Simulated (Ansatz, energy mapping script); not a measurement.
# CsCrBr3 in the perovskite structure: exchange couplings from total energies

How strongly do the moments of CsCrBr3 in the perovskite structure couple under PBEsol+U (3.32 eV)? The plan is to run several orders and fit a Heisenberg model.

Method: PBEsol with U = 3.32 eV on Cr d, ortho-atomic projectors; plane waves, U on orthogonalised atomic orbitals unless named otherwise, collinear spin, no spin–orbit coupling, in Ansatz 0.2.0.

## Step 1: The structure

It takes space group Pm-3m (No. 221, cubic). The conventional cell has a = 5.290 Å, b = 5.290 Å, c = 5.290 Å, α = 90.00°, β = 90.00°, γ = 90.00°. Nearest to Cs lie 12 Br at 3.74 Å. Nearest to Cr lie 6 Br at 2.64 Å. Br has 2 Cr at 2.64 Å and 4 Cs at 3.74 Å nearest. Nearest to Br lie 2 Cr at 2.64 Å and 4 Cs at 3.74 Å. perovskite prototype, lattice guessed from radii. Farther neighbours and most contacts between anions are not listed.

This cell was built for the study (perovskite prototype, lattice guessed from radii), not taken from an experiment; the compound need not form in this structure.

The cell was relaxed beforehand in Ansatz under PBEsol with U = 3.15 eV on Cr d, ortho-atomic projectors, from parallel moments.

The U corrects the self-interaction that lets semilocal functionals spread d and f electrons too far. Its value here is typed, not computed.

## Step 2: Seed run in the crystal's own cell

A corrected shell can settle in several orbital fillings. One parallel run, with an occupation width a fifth wider than the orders use, therefore is to supply the occupation matrices. All orders start from them.

Contents of input.yaml:

```yaml
crystal:
  lattice:
    - [5.28960274, 5.28960274, 0.0]
    - [-5.28960274, 5.28960274, 0.0]
    - [0.0, 0.0, 5.28960274]
  atoms:
    - { symbol: Cs, position: [0.0, 0.5, 0.5] }
    - { symbol: Cs, position: [0.5, 0.0, 0.5] }
    - { symbol: Cr, position: [0.0, 0.0, 0.0], spin: 3.0 }
    - { symbol: Cr, position: [0.5, 0.5, 0.0], spin: 3.0 }
    - { symbol: Br, position: [0.0, 0.0, 0.5] }
    - { symbol: Br, position: [0.5, 0.5, 0.5] }
    - { symbol: Br, position: [0.25, 0.25, 0.0] }
    - { symbol: Br, position: [0.75, 0.75, 0.0] }
    - { symbol: Br, position: [0.25, 0.75, 0.0] }
    - { symbol: Br, position: [0.75, 0.25, 0.0] }
magnetization:
  spin_polarized: true
kpoints:
  mp_grid: { grid: [5, 5, 7] }
hamiltonian:
  xc: pbesol
  hubbard:
    sites: [{ species: Cr, l: d, u_eff: 3.32 }]
    projectors: ortho-atomic
scf:
  occupations: { method: fermi_dirac, width: 0.06 }
output:
  eigenvalues: true
```

Command:

```console
ansatz run input.yaml --threads 4 --pin off --max-ram 8192MiB --backend cpu --events-out ev --progress --plain --runs-dir out
```

Numbers of over 12 decimals in the logs are rounded to 6 here.

The log of the run:

```text
Engine: ansatz 0.2.0, aarch64-unknown-linux-gnu
Pseudopotentials: kind: paw
Pseudopotential: Cs, paw, valence charge 9, recommended cutoff 420 eV (normal), Cs.paw.azcp
Pseudopotential: Cr, paw, valence charge 14, recommended cutoff 420 eV (normal), Cr.paw.azcp
Pseudopotential: Br, paw, valence charge 7, recommended cutoff 420 eV (normal), Br.paw.azcp
Functional definition: PBEsol
  exchange = pbesol_x
  correlation = pbesol_c
Crystal: 10 atoms, lattice volume = 296.005 Å³
Basis set: ecut = 420 eV, 5809 PW (Γ)
Bands: 57, of which v1, the nominal top of the filled ones, is band 44 counted from 1 (43 counted from 0)
Symmetry: 32 space group operations
Space group: Pm-3m (ITA 221), of the structure as read, at distance tolerance 6.7e-5 Å
Magnetic group: BNS 221.92 (UNI 1594), of the structure as read, at distance tolerance 6.7e-5 Å
k-points: 24 of 175
Non-local potential: Cs, projectors of the file, l = 0: 3, l = 1: 2, l = 2: 2, l = 3: 2
Non-local potential: Cr, projectors of the file, l = 0: 3, l = 1: 2, l = 2: 3, l = 3: 1
Non-local potential: Br, projectors of the file, l = 0: 2, l = 1: 2, l = 2: 2
PAW form: soft (Blöchl's): semilocal exchange-correlation on the pseudo side does not see the compensation charge
PAW frozen core: Cs, regenerated for the run's functional, and the local potential with it (the file was generated under x = pbe(κ = 0.804, μ = 0.219515), c = pbe(β = 0.066725))
PAW frozen core: Cr, regenerated for the run's functional, and the local potential with it (the file was generated under x = pbe(κ = 0.804, μ = 0.219515), c = pbe(β = 0.066725))
PAW frozen core: Br, regenerated for the run's functional, and the local potential with it (the file was generated under x = pbe(κ = 0.804, μ = 0.219515), c = pbe(β = 0.066725))
PAW one-centre angular grid: Cs, 194 points (default); XC on 64 Gauss nodes
PAW one-centre angular grid: Cr, 590 points (default); XC on 64 Gauss nodes
PAW one-centre angular grid: Br, 110 points (default); XC on 64 Gauss nodes
Initial density: superposition of atomic densities (chi_scale 0.1, normalization cell, long waves kept (reshape's long-wave potential 0.00 eV rms))
Starting moments: Σ|m| = 6 μB on 2 of 10 sites
Initial wavefunctions: pseudopotential atomic-orbital guess
Functional: x = pbesol(κ = 0.804, μ = 0.123457), c = pbesol(β = 0.046)
SCF iter   1: F=—  HF=-34297.349617 eV  |F-HF|=—  |Δ(HF+E_count)|=         —  Δρ=3.67e-2 (↑3.67e-2 ↓1.96e-2)  dr2=5.65e0  dr2_m=1.57e0  M=8.000 μB ∫|m|=8.739 μB  β_m=1.00  ethr=3.10e-3  ⟨swp⟩=11.2  Hψ=13404  notcnv=0  defer=16
preconditioner: auto → Kerker (q_TF=auto, 2.229 Å⁻¹)  [metal: Δε(μ)=0.007 eV  Ē_g=9.432 eV  σ=0.060 eV  W_gap=0.03  n_scr=62 (ndim 8)  ℏωp=17.8 eV  f_vac=0.000  D(μ)=2.12/eV (n_scr^D=4)]
[...]
Symmetry: 16 space group operations
k-points: 36 of 175
[...]
Starting moments: Σ|m| = 6 μB on 2 of 10 sites; this step starts from the density that it was given
[...]
spin=Collinear: Kerker preconditioning applied to the charge; magnetization (m = ρ↑ − ρ↓) channel mixes plain (no charge-response kernel on spin).
[...]
an SCF along what the orbitals of the run's state read of its open shells (or to have them read: on a GPU, or by another smearing), with 16 of the crystal's symmetry operations given up (36 k-points in place of 24), reached no lower state that the run goes on to. This is no proof of a minimum
[...]
spin=Collinear: Kerker preconditioning applied to the charge; magnetization (m = ρ↑ − ρ↓) channel mixes plain (no charge-response kernel on spin).
[...]
an SCF along what the orbitals of the run's state read of its open shells (or to have them read: on a GPU, or by another smearing), with 16 of the crystal's symmetry operations given up, reached no lower state that the run goes on to. This is no proof of a minimum
SCF converged after 17 iterations
Magnetization: 8.0000 μB (48.0000 up, 40.0000 down)
Absolute magnetization: 8.9257 μB (∫|ρ↑−ρ↓|, with the PAW one-centre terms)
Spin contamination: 0.2676 ħ² per cell (⟨S²⟩ above its minimum at these occupations)
Per-site moments (μB) at R_I (Å): [(0.00267229, 1.542880), (0.00267229, 1.542880), (3.736377, 1.090980565125), (3.736377, 1.090981), (-0.061109, 1.090981), (-0.061109, 1.090981), (-0.061301, 1.090981), (-0.061301, 1.090980565125), (-0.061301, 1.090980565125), (-0.061301, 1.090980565125)]
Free energy (F): -34297.137049 eV
Harris-Foulkes:  -34297.137049 eV  (|F-HF|=5.65e-9)
Internal energy: -34297.114471 eV  (E = F + TS)
E sigma→0 (E₀):  -34297.125760 eV
Entropy (-TS):   -0.022578 eV (-2.258 meV/atom)
Fermi energy:    5.272988 eV
--- Per-component energies (eV) ---
  E_band       = -774.794947
  E_kinetic    = 1771.250048
  E_local      = -6577.312523  (includes V_loc(G=0)·N_el)
  E_nonlocal   = 661.682780
  E_hartree    = 2607.208365
  E_xc         = -2189.365103
  E_vxc        = -1227.200307  (∫ρ·V_xc dr)
  E_hubbard    = 2.402985  (on-site DFT+U / exact-exchange correction)
  E_vhub       = -10.923352  (the Hubbard potential's part of the band-sum identity)
  E_paw        = -25529.902024  (= ΣΔE_a)
  E_vpaw       = -606.709524  (= ΣTr[D̂ρ^β])
  E_aug_tail   = 0.000662  (compensation charges beyond the density's cutoff)
  E_ewald      = -5044.241601
  E_core_change = 1.161941  (= ΣΔE_core)
  E_smearing   = -0.022578  (= −TS)
  E_closure    = -0.000000  (closes the sum)
  Σ components = -34297.137049   (vs F -34297.137049, Δ=0.00e0)
--- Band table (eV; the first three rows and the last of 48) ---
  k-point 0 ↑: bands = [... 40 lower, 3.8456, 3.8463, 3.8812, 4.0162, 4.0162, 4.1251, 4.1475, 4.1723, ... 9 higher]
  k-point 1 ↑: bands = [... 40 lower, 3.8720, 3.8720, 3.9137, 4.0322, 4.0322, 4.1303, 4.1718, 4.5438, ... 9 higher]
  k-point 2 ↑: bands = [... 40 lower, 3.9889, 3.9889, 3.9952, 4.0691, 4.0691, 4.1420, 4.1709, 4.8412, ... 9 higher]
  k-point 23 ↓: bands = [... 40 lower, 9.0495, 9.1626, 9.6539, 9.7006, 9.7112, 9.7442, 9.8590, 9.9269, ... 9 higher]
Occupation matrices written to <dir>
```

Run time: 2.7 min. Hardware: 4 threads of Arm Neoverse V1, shared host; peak memory 3.1 GiB; 10 min of CPU time.

This step gave:

- final state: ferromagnetic
- electrons in the corrected shells: 4.738, 4.738 e
- largest moment: 3.736 μB

## Step 3: Run 1 (parallel; cell A, 10 atoms)

Each cell gets its own parallel run on the same mesh, so that most of the mesh error cancels in the differences.

This run holds the same structure in another cell (a 7.481 → 5.290 Å, c 5.290 → 7.481 Å).

Contents of input.yaml:

```yaml
crystal:
  lattice:
    - [0.0, 0.0, 5.28960274]
    - [5.28960274, 5.28960274, 0.0]
    - [-5.28960274, 5.28960274, 0.0]
  atoms:
    - { symbol: Cs, position: [0.5, 0.0, 0.5] }
    - { symbol: Cs, position: [0.5, 0.5, 0.0] }
    - { symbol: Cr, position: [0.0, 0.0, 0.0], spin: 3.0 }
    - { symbol: Cr, position: [0.0, 0.5, 0.5], spin: 3.0 }
    - { symbol: Br, position: [0.5, 0.0, 0.0] }
    - { symbol: Br, position: [0.5, 0.5, 0.5] }
    - { symbol: Br, position: [0.0, 0.25, 0.25] }
    - { symbol: Br, position: [0.0, 0.75, 0.75] }
    - { symbol: Br, position: [0.0, 0.25, 0.75] }
    - { symbol: Br, position: [0.0, 0.75, 0.25] }
magnetization:
  spin_polarized: true
kpoints:
  mp_grid: { grid: [7, 5, 5] }
hamiltonian:
  xc: pbesol
  hubbard:
    sites:
      - { species: Cr, l: d, u_eff: 3.32 }
      - { site: 2, l: d, u_eff: 3.32, starting_ns: [{ spin: up, occupation_matrix: cr3_major }, { spin: down, occupation_matrix: cr3_minor }] }
      - { site: 3, l: d, u_eff: 3.32, starting_ns: [{ spin: up, occupation_matrix: cr4_major }, { spin: down, occupation_matrix: cr4_minor }] }
    projectors: ortho-atomic
    occupation_matrices:
      cr3_major:
        matrix:
          - [0.718, 0.0, 0.0, 0.0, 0.0]
          - [0.0, 0.995, 0.0, 0.0, 0.0]
          - [0.0, 0.0, 0.995, 0.0, 0.0]
          - [0.0, 0.0, 0.0, 0.709, 0.0]
          - [0.0, 0.0, 0.0, 0.0, 0.995]
      cr3_minor:
        matrix:
          - [0.108, 0.0, 0.0, 0.0, 0.0]
          - [0.0, 0.036, 0.0, 0.0, 0.0]
          - [0.0, 0.0, 0.036, 0.0, 0.0]
          - [0.0, 0.0, 0.0, 0.109, 0.0]
          - [0.0, 0.0, 0.0, 0.0, 0.036]
      cr4_major:
        matrix:
          - [0.718, 0.0, 0.0, 0.0, 0.0]
          - [0.0, 0.995, 0.0, 0.0, 0.0]
          - [0.0, 0.0, 0.995, 0.0, 0.0]
          - [0.0, 0.0, 0.0, 0.709, 0.0]
          - [0.0, 0.0, 0.0, 0.0, 0.995]
      cr4_minor:
        matrix:
          - [0.108, 0.0, 0.0, 0.0, 0.0]
          - [0.0, 0.036, 0.0, 0.0, 0.0]
          - [0.0, 0.0, 0.036, 0.0, 0.0]
          - [0.0, 0.0, 0.0, 0.109, 0.0]
          - [0.0, 0.0, 0.0, 0.0, 0.036]
scf:
  occupations: { method: fermi_dirac, width: 0.05 }
output:
  eigenvalues: true
  write_density: true
  write_potential: true
  elf: true
  volumetric_format: npy
```

The log of the run:

```text
[...]
Crystal: 10 atoms, lattice volume = 296.005 Å³
Basis set: ecut = 420 eV, 5809 PW (Γ)
Bands: 57, of which v1, the nominal top of the filled ones, is band 44 counted from 1 (43 counted from 0)
Symmetry: 32 space group operations
[...]
k-points: 24 of 175
[...]
Starting moments: Σ|m| = 6 μB on 2 of 10 sites
[...]
SCF iter   1: F=—  HF=-34297.945689 eV  |F-HF|=—  |Δ(HF+E_count)|=         —  Δρ=3.49e-2 (↑3.49e-2 ↓2.03e-2)  dr2=5.06e0  dr2_m=1.54e0  M=8.000 μB ∫|m|=8.719 μB  β_m=1.00  ethr=3.10e-3  ⟨swp⟩=11.4  Hψ=13379  notcnv=0  defer=11
[...]
SCF iter  15: F=-34297.133475 eV  HF=-34297.133475 eV  |F-HF|=4.48e-8  |Δ(HF+E_count)|=   1.76e-7  Δρ=2.44e-6 (↑2.44e-6 ↓1.43e-6)  dr2=8.64e-8  dr2_m=1.66e-9  M=8.000 μB ∫|m|=8.940 μB  ethr=1.14e-10  ⟨swp⟩=13.4  Hψ=12820  notcnv=0
SCF 1 converged in 15 iterations: F = -34297.133475 eV  dr2 = 8.64e-8
[...]
SCF converged after 15 iterations
Magnetization: 8.0000 μB (48.0000 up, 40.0000 down)
Absolute magnetization: 8.9256 μB (∫|ρ↑−ρ↓|, with the PAW one-centre terms)
[...]
Per-site moments (μB) at R_I (Å): [(0.00267492, 1.542880), (0.00267492, 1.542880), (3.736360, 1.090980565125), (3.736360, 1.090981), (-0.061204, 1.090981), (-0.061204, 1.090981), (-0.061218, 1.090981), (-0.061218, 1.090980565125), (-0.061218, 1.090980565125), (-0.061218, 1.090980565125)]
Free energy (F): -34297.133475 eV
[...]
Internal energy: -34297.116555 eV  (E = F + TS)
E sigma→0 (E₀):  -34297.125015 eV
Entropy (-TS):   -0.016920 eV (-1.692 meV/atom)
Fermi energy:    5.272905 eV
[...]
--- Specified on-site occupations, and those of the state reported ---
  electrons in the specified blocks: 9.4740 specified, 9.4756 found
  site 2 (l=d) ↑: largest change of an orbital's occupation 0.0012; electrons 4.4120 specified, 4.4113 found; spectral distance 0.0016
[...]
site 2 (l=d) ↓: largest change of an orbital's occupation 0.0005; electrons 0.3250 specified, 0.3265 found; spectral distance 0.0010
[...]
--- Band table (eV; the first three rows and the last of 48) ---
  k-point 0 ↑: bands = [... 40 lower, 3.8456, 3.8462, 3.8822, 4.0162, 4.0162, 4.1255, 4.1504, 4.1694, ... 9 higher]
  k-point 1 ↑: bands = [... 40 lower, 3.5742, 3.8518, 3.8630, 3.9756, 4.0007, 4.0067, 4.2723, 4.4310, ... 9 higher]
  k-point 2 ↑: bands = [... 40 lower, 3.6655, 3.7396, 3.7553, 3.8557, 3.9067, 3.9593, 4.3620, 4.4082, ... 9 higher]
  k-point 23 ↓: bands = [... 40 lower, 9.0506, 9.1637, 9.6548, 9.7003, 9.7109, 9.7452, 9.8587, 9.9265, ... 9 higher]
Occupation matrices written to <dir>
```

Elapsed: 27 s, on 4 threads; peak memory 1.2 GiB.

Spin moment in the sphere by atom:

```
atom  spin moment in the sphere (μB)
 Cs1                            0.00
 Cs2                            0.00
 Cr3                            3.74
 Cr4                            3.74
 Br5                           -0.06
 Br6                           -0.06
 Br7                           -0.06
 Br8                           -0.06
 Br9                           -0.06
Br10                           -0.06
```

The run ends ferromagnetic.

Spin density in the ac plane at fractional y = 0.000, with atoms of Cs and Cr and Br within 0.2 Å of it.

Values in e/Å³, 21 rows by 15 columns, each cell a mean:
```
 3.6  1.7  0.4  0.1  0.0  0.0  0.0  0.0  0.0  0.0  0.0  0.0  0.2  0.8  2.6
 1.1  0.6  0.2  0.1  0.0  0.0  0.0  0.0  0.0  0.0  0.0  0.0  0.1  0.3  0.9
 0.2  0.2  0.1  0.0  0.0  0.0  0.0  0.0  0.0  0.0  0.0  0.0  0.0  0.1  0.2
 0.1  0.0  0.0  0.0  0.0  0.0  0.0  0.0  0.0  0.0  0.0  0.0  0.0  0.0  0.0
 0.0  0.0  0.0  0.0  0.0  0.0  0.0  0.0  0.0  0.0  0.0  0.0  0.0  0.0  0.0
 0.0  0.0  0.0  0.0  0.0  0.0  0.0  0.0  0.0  0.0  0.0  0.0  0.0  0.0  0.0
 0.0  0.0  0.0  0.0  0.0  0.0  0.0  0.0  0.0  0.0  0.0  0.0  0.0  0.0  0.0
 0.0  0.0  0.0  0.0  0.0  0.0  0.0  0.0  0.0  0.0  0.0  0.0  0.0  0.0  0.0
 0.0  0.0  0.0  0.0  0.0  0.0  0.0  0.0  0.0  0.0  0.0  0.0  0.0  0.0  0.0
 0.0  0.0  0.0  0.0  0.0  0.0  0.0  0.0  0.0  0.0  0.0  0.0  0.0  0.0  0.0
 0.0  0.0  0.0  0.0  0.0  0.0  0.0  0.0  0.0  0.0  0.0  0.0  0.0  0.0  0.0
 0.0  0.0  0.0  0.0  0.0  0.0  0.0  0.0  0.0  0.0  0.0  0.0  0.0  0.0  0.0
 0.0  0.0  0.0  0.0  0.0  0.0  0.0  0.0  0.0  0.0  0.0  0.0  0.0  0.0  0.0
 0.0  0.0  0.0  0.0  0.0  0.0  0.0  0.0  0.0  0.0  0.0  0.0  0.0  0.0  0.0
 0.0  0.0  0.0  0.0  0.0  0.0  0.0  0.0  0.0  0.0  0.0  0.0  0.0  0.0  0.0
 0.0  0.0  0.0  0.0  0.0  0.0  0.0  0.0  0.0  0.0  0.0  0.0  0.0  0.0  0.0
 0.0  0.0  0.0  0.0  0.0  0.0  0.0  0.0  0.0  0.0  0.0  0.0  0.0  0.0  0.0
 0.1  0.1  0.0  0.0  0.0  0.0  0.0  0.0  0.0  0.0  0.0  0.0  0.0  0.1  0.1
 0.5  0.3  0.1  0.0  0.0  0.0  0.0  0.0  0.0  0.0  0.0  0.0  0.1  0.2  0.5
 2.2  1.2  0.3  0.1  0.0  0.0  0.0  0.0  0.0  0.0  0.0  0.0  0.1  0.6  1.7
 5.0  2.1  0.4  0.1  0.0  0.0 -0.1  0.0  0.0 -0.1  0.0  0.0  0.2  0.9  3.5
```
Columns run along a (5.3 Å), rows up along c (7.5 Å). Atoms in or near the plane, at fractional coordinates: Cs at (0.50, 0.50), Cr at (0.00, 0.00), Br at (0.50, 0.00).

ELF in the ac plane at fractional y = 0.000, with atoms of Cs and Cr and Br within 0.2 Å of it. It is the smooth field of the valence electrons, not physical close to the nuclei.

Ten even steps from '_' (0.01) to '@' (0.93), each cell a mean:
```
@@##--::**%%==....##%%==..++%%
**==::..++%%%%##%%@@##--..--++
::......--##%%@@@@%%++::....::
....____..--**####++::______..
____________........__________
______________....____________
__________--******++::________
________==%%@@@@@@%%**::______
______::##@@%%####@@@@++..____
______==%%@@++..::%%@@##::____
______++@@@@==__..##@@##::____
______--%%@@##==++%%@@**..____
______..++@@@@@@@@@@%%--______
________::**%%%%%%##==________
__________..::----::__________
______________________________
..________::--====--..________
........::**%%%%%%##==..__....
==--....==%%@@@@@@@@##--..::--
%%**::::**%%**--==%%%%==..==##
@@%%--::##%%::____**%%==..++@@
```
Columns run along a (5.3 Å), rows up along c (7.5 Å). Atoms in or near the plane, at fractional coordinates: Cs at (0.50, 0.50), Cr at (0.00, 0.00), Br at (0.50, 0.00).

(Part 1 of 2 ends here.)

[Logs and program files are shortened in this print: banners, set-up blocks, solver, clock and traceback lines can be left out without a mark of their own.]

[Logs are printed without paths, hosts, clocks, repeated set-up lines and the standing remarks that a program may print on its own settings, such as how far it seeks lower states.]

[Hosts, paths, dates, database ids (printed as entryN), source tags and the programs' standing remarks are cut or masked in the printed files.]

[Where a cell is said to come from a database of computed structures, the database is the Materials Project.]
